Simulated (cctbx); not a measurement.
# Cu2Rh2Au: precision against data quality

Space group P-3m1 (no. 164), a = 4.0070 Å, b = 4.0070 Å, c = 5.0150 Å, α = 90.00°, β = 90.00°, γ = 120.00°.

| atom | mult. | x | y | z | Ueq (Å²) |
| --- | --- | --- | --- | --- | --- |
| Au1 | 1 | 0 | 0 | 0 | 0.0086 |
| Rh1 | 2 | 1/3 | 2/3 | 0.6749 | 0.0134 |
| Cu1 | 2 | 1/3 | 2/3 | 0.1933 | 0.0160 |

This is a model crystal, built by substitution and not relaxed, with assumed displacement parameters.

Five simulated data sets (cctbx; Ag Kα, λ = 0.56087 Å; 1.5 % proportional error) differ in resolution or exposure (noise floor 2 counts in the first three, 8 in the last two). Each is refined with the right model, isotropic at 1.1 Å and anisotropic otherwise. How do the figures of merit and the uncertainties move?

| d min (Å) | top counts | ⟨I/σ⟩ (unmerged, absences included) | unique | param. (scale apart) | Rint | R1 | GooF | largest s.u. xyz (fractional) | s.u. U of Cu1 (Å²) | largest error (Å) |
| --- | --- | --- | --- | --- | --- | --- | --- | --- | --- | --- |
| 1.1 | 20000 | 32.3 | 32 | 5 | 0.015 | 0.0039 | 0.73 | 0.00015 | 0.0003 | 0.0011 |
| 0.84 | 20000 | 29.3 | 63 | 8 | 0.016 | 0.0059 | 1.04 | 0.00014 | 0.0003 | 0.0005 |
| 0.6 | 20000 | 23.8 | 158 | 8 | 0.019 | 0.0061 | 1.00 | 0.00009 | 0.0001 | 0.0010 |
| 0.75 | 300 | 2.6 | 87 | 8 | 0.214 | 0.0553 | 0.87 | 0.00225 | 0.0019 | 0.0214 |
| 0.75 | 3000 | 11.6 | 87 | 8 | 0.042 | 0.0130 | 0.88 | 0.00034 | 0.0004 | 0.0034 |

The number of reflections grows roughly as 1/d³: 32, 63 and 158 here. R1 follows the noise rather than the truth: at 300 counts it is 0.0553, at 3000 counts 0.0130, while GooF is 0.87 and 0.88: the weights 1/σ² carry the noise. The s.u. of U (U11 where anisotropic) for Cu1 goes 0.0003, 0.0003, 0.0001 Å² with resolution and 0.0019, 0.0004 Å² with exposure.

Hardware for the 0.6 Å refinement: 0.4 s on 1 thread of Arm Neoverse V2, with other jobs on the host, peak memory 0.09 GiB.
